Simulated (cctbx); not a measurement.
# Resonant diffraction in Bi8Ru5Cl3

Space group C2/m (no. 12), a = 16.5760 Å, b = 3.5600 Å, c = 12.0880 Å, α = 90.00°, β = 113.32°, γ = 90.00°.

```csv
atom,mult.,x,y,z,Ueq (Å²)
Bi1,4,0.3163,0,0.9724,0.0029
Bi2,4,0.0183,1/2,0.7888,0.0026
Bi3,4,0.1792,1/2,0.7300,0.0048
Bi4,4,0.1016,0,0.4800,0.0031
Ru1,4,0.1483,0,0.8660,0.0033
Ru2,4,0.0515,0,0.6563,0.0026
Ru3,2,0,1/2,1/2,0.0044
Cl1,4,0.3183,0,0.6748,0.0028
Cl2,2,0,0,0,0.0043
```

The model was made for the exercise: a known structure type with other elements put in, its volume estimated, not relaxed; displacement parameters are assumed.

Calculated with cctbx: free-atom f′ and f″ from the Sasaki tables, no fine structure; amplitudes in electrons.

| E (eV) | F 0 0 3 | F 1 1 0 | F 0 0 4 | F 1 1 1 |
| --- | --- | --- | --- | --- |
| 12819 | 62.9 | 108.4 | 611.8 | 333.1 |
| 13169 | 60.4 | 101.7 | 591.2 | 317.9 |
| 13299 | 58.4 | 96.2 | 574.5 | 305.4 |
| 13359 | 56.5 | 90.8 | 558.3 | 293.3 |
| 13389 | 54.6 | 85.4 | 542.1 | 281.3 |
| 13404 | 52.7 | 80.1 | 526.0 | 269.2 |
| 13411 | 51.0 | 75.3 | 511.6 | 258.5 |
| 13415 | 49.2 | 70.2 | 496.2 | 247.0 |
| 13423 | 50.4 | 76.4 | 502.7 | 255.5 |
| 13427 | 52.5 | 81.9 | 520.7 | 268.6 |
| 13434 | 54.3 | 86.7 | 536.1 | 279.9 |
| 13449 | 56.2 | 91.9 | 552.9 | 292.1 |
| 13479 | 58.2 | 97.2 | 569.4 | 304.3 |
| 13569 | 60.7 | 104.1 | 591.2 | 320.3 |
| 13819 | 63.3 | 111.3 | 613.7 | 336.8 |

**Question.** Which edge is crossed, and why do the reflections move as they do?

The L3 edge of Bi. The edge is at 13419 eV. f′ of Bi falls from -12.2 e at 13299 eV to -18.6 e at 4 eV below it, and f″ steps from 3.96 to 10.11 e across it. Over that approach |F| changes by -16 % (0 0 3), -27 % (1 1 0), -14 % (0 0 4) and -19 % (1 1 1): a reflection falls where Bi scatters in phase with the total and rises where it scatters against it; it hardly moves where the Bi term is small or cancels by symmetry. Above the edge the larger f″ enters the imaginary part, where it can add to or cancel the other atoms' f″. The structure is centrosymmetric, so Friedel mates stay equal.

[Logs are printed without paths, hosts, clocks, repeated set-up lines and the standing remarks that a program may print on its own settings, such as how far it seeks lower states.]
